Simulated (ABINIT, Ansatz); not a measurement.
# H6PbCBr3N (Pm): bands and cutoff in G0W0 with ABINIT

Wanted: a converged G0W0 gap of H6PbCBr3N (Pm), or an estimate of the limit.

Main program and level: ABINIT 10.8.3; PBEsol and many-body steps on it, plane waves.

Most raw output is cut from this account.

## 1. The starting structure

It takes space group Pm (No. 6, monoclinic). The conventional cell has a = 6.039 Å, b = 6.060 Å, c = 6.128 Å, α = 90.00°, β = 90.07°, γ = 90.00°. Nearest to H lie 1 N at 1.04 Å. Nearest to H lie 1 C at 1.09 Å. Nearest to H lie 1 C at 1.10 Å. Nearest to Pb lie 6 Br at 2.98 to 3.11 Å. Nearest to C lie 3 H at 1.09 to 1.10 Å and 1 N at 1.49 Å. Farther neighbours and most contacts between anions are not listed.

The cell and positions are those that the Materials Project relaxed with its own functionals (PBE, PBE+U or r2SCAN), kept fixed. Spin-orbit coupling is left out unless a step names it.

## 2. Empty states on the mesh, 2×2×2 mesh, 376 bands

This step: ABINIT 10.8.3; DFT, PBEsol, plane waves, norm-conserving pseudopotentials.

The sums over transitions need many empty states on a uniform mesh; this step solves for them.

Input file run.abi:

```
acell 3*1.0 Angstrom
rprim 
  6.038531000000 -0.000000000000 -0.000000000000
  -0.000000000000 6.059680000000 0.000000000000
  -0.007679000000 0.000000000000 6.128174000000
ntypat 5
znucl 1 82 6 35 7
natom 12
typat 1 1 1 1 1 1 2 3 4 4 4 5
xred 
  0.218258000000 0.862101000000 0.968190000000
  0.177786000000 0.000000000000 0.198636000000
  0.825095000000 0.851944000000 0.061619000000
  0.869341000000 0.000000000000 0.811715000000
  0.825095000000 0.148056000000 0.061619000000
  0.218258000000 0.137899000000 0.968190000000
  0.475266000000 0.500000000000 0.477994000000
  0.897311000000 0.000000000000 0.988520000000
  0.430028000000 0.500000000000 0.972748000000
  0.434852000000 0.000000000000 0.512708000000
  0.966538000000 0.500000000000 0.440736000000
  0.140606000000 0.000000000000 0.032465000000
pp_dirpath "pseudos"
pseudos "H.upf, Pb.upf, C.upf, Br.upf, N.upf"
ecut 37
ngkpt 2 2 2
nshiftk 1
shiftk 0 0 0
kptopt 1
chksymbreak 0
iscf -2
irdden 1
istwfk *1
nband 376
nbdbuf 34
tolwfr 1e-09
nstep 60
prtvol 0
indata_prefix "in"
outdata_prefix "out"
tmpdata_prefix "tmp"
```

Launch:

```console
> OMP_NUM_THREADS=1 mpirun -n 4 abinit run.abi > log
```

Run time: 18 min. Hardware: 4 MPI ranks of Arm Neoverse V1, shared host; peak memory 1.3 GiB.

Numbers from this step:

```yaml
gap: 2.005 eV
k_of_the_valence_top: 0.5, 0.5, 0.5
k_of_the_conduction_bottom: 0.5, 0.5, 0.5
least_direct_gap: 2.005 eV
k_points_computed: 8
lowest_point_of_the_top_converged_band_above_the_valence_top: 65.6782 eV
```

On this mesh the gap is 2.005 eV.

The density comes from a self-consistent run that is not shown.

## 3. Screening, 2×2×2 mesh, 81 bands, screening to 51.7 eV

The RPA dielectric matrix is built and inverted for each q.

This step: RPA screening on PBEsol, plane waves, norm-conserving pseudopotentials.

Changes to run.abi since step 2:

```diff
@@ -30,10 +30,11 @@
 chksymbreak 0
-iscf -2
-irdden 1
 istwfk *1
-nband 376
-nbdbuf 34
-tolwfr 1e-09
-nstep 60
-prtvol 0
+occopt 1
+irdwfk 1
+optdriver 3
+nband 81
+ecuteps 1.9
+inclvkb 2
+awtr 1
+symchi 1
 indata_prefix "in"
```

It took 84 s on 4 MPI ranks; peak memory 3.2 GiB.

Numbers from this step:

```
ε∞ with local fields, on this mesh, along the program's q direction : 6.468
the same without local fields                                       : 7.249
plasma frequency                                                    : 23.26 eV
plane waves in the screening matrix                                 : 179
```

Local fields lower ε∞ by 11 %. On a Γ-centred mesh this coarse the value itself is usually too large, while a short band sum pulls it down.

## 4. 81 bands, 51.7 eV

The self-energy is evaluated for the states that the input lists, and the levels follow from it, in one-shot runs by the linearised quasiparticle equation.

This step: G0W0 on PBEsol, plane waves, norm-conserving pseudopotentials.

Changes to run.abi since step 3:

```diff
@@ -33,8 +33,17 @@
 irdwfk 1
-optdriver 3
+optdriver 4
 nband 81
+gwcalctyp 0
+ecutsigx 37
+symsigma 1
+nkptgw 2
+kptgw 
+  0.5000000000 0.5000000000 0.5000000000
+  0.0000000000 0.0000000000 0.0000000000
+bdgw 
+  43 46
+  43 46
 ecuteps 1.9
-inclvkb 2
-awtr 1
-symchi 1
+irdscr 1
+ppmodel 1
 indata_prefix "in"
```

Run time: 10 s. Hardware: 4 MPI ranks; peak memory 2.2 GiB; 41 s of CPU time.

This step gave:

```
G0W0 gap on the points computed              : 3.988 eV
starting gap on the mesh                     : 2.005 eV
k of the valence top                         : 0.5, 0.5, 0.5
k of the conduction bottom                   : 0.5, 0.5, 0.5
Z at the valence top                         : 0.807
Z at the conduction bottom                   : 0.823
least direct G0W0 gap on the computed points : 3.988 eV
```

The gap on the mesh goes from 2.00 eV to 3.99 eV, a correction of +1.98 eV.

## 5. Screening, 2×2×2 mesh, 165 bands, screening to 98 eV

This step: RPA screening on PBEsol, plane waves, norm-conserving pseudopotentials.

Changes to run.abi since step 4:

```diff
@@ -33,17 +33,8 @@
 irdwfk 1
-optdriver 4
-nband 81
-gwcalctyp 0
-ecutsigx 37
-symsigma 1
-nkptgw 2
-kptgw 
-  0.5000000000 0.5000000000 0.5000000000
-  0.0000000000 0.0000000000 0.0000000000
-bdgw 
-  43 46
-  43 46
-ecuteps 1.9
-irdscr 1
-ppmodel 1
+optdriver 3
+nband 165
+ecuteps 3.6
+inclvkb 2
+awtr 1
+symchi 1
 indata_prefix "in"
```

Elapsed: 5.1 min, on 4 MPI ranks; peak memory 5 GiB; 20 min of CPU time.

This step gave:

| Item | Value |
| --- | --- |
| ε∞ with local fields, on this mesh, along the program's q direction | 6.430 |
| the same without local fields | 7.344 |
| plasma frequency | 23.26 eV |
| plane waves in the screening matrix | 469 |

## 6. 165 bands, 98 eV

This step: G0W0 on PBEsol, plane waves, norm-conserving pseudopotentials.

Changes to run.abi since step 5:

```diff
@@ -33,8 +33,17 @@
 irdwfk 1
-optdriver 3
+optdriver 4
 nband 165
+gwcalctyp 0
+ecutsigx 37
+symsigma 1
+nkptgw 2
+kptgw 
+  0.5000000000 0.5000000000 0.5000000000
+  0.0000000000 0.0000000000 0.0000000000
+bdgw 
+  43 46
+  43 46
 ecuteps 3.6
-inclvkb 2
-awtr 1
-symchi 1
+irdscr 1
+ppmodel 1
 indata_prefix "in"
```

It took 38 s on 4 MPI ranks; peak memory 3 GiB.

This step gave:

```
G0W0 gap on the points computed              : 3.835 eV
starting gap on the mesh                     : 2.005 eV
k of the valence top                         : 0.5, 0.5, 0.5
k of the conduction bottom                   : 0.5, 0.5, 0.5
Z at the valence top                         : 0.801
Z at the conduction bottom                   : 0.818
least direct G0W0 gap on the computed points : 3.835 eV
```

Against G0W0 in ABINIT (2×2×2 mesh, 81 bands, screening to 51.7 eV, Godby-Needs plasmon pole), the gap moves by −0.153 eV.

## 7. Screening, 2×2×2 mesh, 342 bands, screening to 149.7 eV

This step: RPA screening on PBEsol, plane waves, norm-conserving pseudopotentials.

Changes to run.abi since step 6:

```diff
@@ -33,17 +33,8 @@
 irdwfk 1
-optdriver 4
-nband 165
-gwcalctyp 0
-ecutsigx 37
-symsigma 1
-nkptgw 2
-kptgw 
-  0.5000000000 0.5000000000 0.5000000000
-  0.0000000000 0.0000000000 0.0000000000
-bdgw 
-  43 46
-  43 46
-ecuteps 3.6
-irdscr 1
-ppmodel 1
+optdriver 3
+nband 342
+ecuteps 5.5
+inclvkb 2
+awtr 1
+symchi 1
 indata_prefix "in"
```

It took 17 min on 4 MPI ranks; peak memory 7.3 GiB; 68 min of CPU time.

This step gave:

```yaml
eps_infinity_with_local_fields_on_this_mesh_along_the_program_s_q_direction: 6.438
the_same_without_local_fields: 7.359
plasma_frequency: 23.26 eV
plane_waves_in_the_screening_matrix: 933
```

## 8. 342 bands, 149.7 eV

This step: G0W0 on PBEsol, plane waves, norm-conserving pseudopotentials.

Changes to run.abi since step 7:

```diff
@@ -33,8 +33,17 @@
 irdwfk 1
-optdriver 3
+optdriver 4
 nband 342
+gwcalctyp 0
+ecutsigx 37
+symsigma 1
+nkptgw 2
+kptgw 
+  0.5000000000 0.5000000000 0.5000000000
+  0.0000000000 0.0000000000 0.0000000000
+bdgw 
+  43 46
+  43 46
 ecuteps 5.5
-inclvkb 2
-awtr 1
-symchi 1
+irdscr 1
+ppmodel 1
 indata_prefix "in"
```

Run time: 3.8 min. Hardware: 4 MPI ranks; peak memory 6.6 GiB.

This step gave:

```
G0W0 gap on the points computed              : 3.854 eV
starting gap on the mesh                     : 2.005 eV
k of the valence top                         : 0.5, 0.5, 0.5
k of the conduction bottom                   : 0.5, 0.5, 0.5
least direct G0W0 gap on the computed points : 3.854 eV
```

Against G0W0 in ABINIT (2×2×2 mesh, 165 bands, screening to 98 eV, Godby-Needs plasmon pole), the gap moves by +0.019 eV.

## 9. Side by side

Times are wall times on 4 MPI ranks of Arm Neoverse V1, shared host, good to a factor of about two. A run's time includes the screening step that it read.

```
                run   mesh  bands  screening cutoff (eV)  DFT gap (eV)  gap on the mesh (eV)  direct (eV)  ε∞ used     time
  81 bands, 51.7 eV  2×2×2     81                   51.7         2.005                 3.988        3.988     6.47     94 s
   165 bands, 98 eV  2×2×2    165                     98         2.005                 3.835        3.835     6.43  5.7 min
342 bands, 149.7 eV  2×2×2    342                  149.7         2.005                 3.854        3.854     6.44   21 min
```

## 10. Results

| Property | Result |
| --- | --- |
| 81 bands, 51.7 eV | 3.988 eV |
| 165 bands, 98 eV | 3.835 eV |
| 342 bands, 149.7 eV | 3.854 eV |
| known limits | not at the basis limit; no spin-orbit coupling; coarse k mesh |

**Reading.** From the first rung to the last the gap moves by −0.13 eV for 13 times the time. The gap turns back along the series, so no limit is drawn from it. In the G0W0 runs levels were corrected at 2 k points alone, so a gap called «on the mesh» is the least over those, and an edge elsewhere would be missed. The 2×2×2 mesh is coarse for this cell, which bears on the long-range parts of exchange and screening. Where an edge is built on 6p states of lead, bismuth or thallium, scalar-relativistic gaps usually stand too wide, by a few tenths to over one eV. The many-body steps are scalar-relativistic: spin-orbit coupling is not in them.

[Paths, hosts, dates, memory and timing lines, banners, echoed tables and standing remarks are left out of the program output.]

[Logs are printed without paths, hosts, clocks, repeated set-up lines and the standing remarks that a program may print on its own settings, such as how far it seeks lower states.]

[Runs of the session that timed out or met a known fault of the program may be left out.]

[Hosts, paths, dates, database ids (printed as entryN), source tags and the programs' standing remarks are cut or masked in the printed files.]

[G0W0 gaps are taken among the corrected bands and points alone; a level outside them can change the order at an edge.]

[Where Ansatz stands beside ABINIT at settings called matched, ABINIT's density can come from a denser mesh and the files from another edition; pairs whose starting gaps differed by over 0.03 eV were left out, so agreement reads better than it is.]
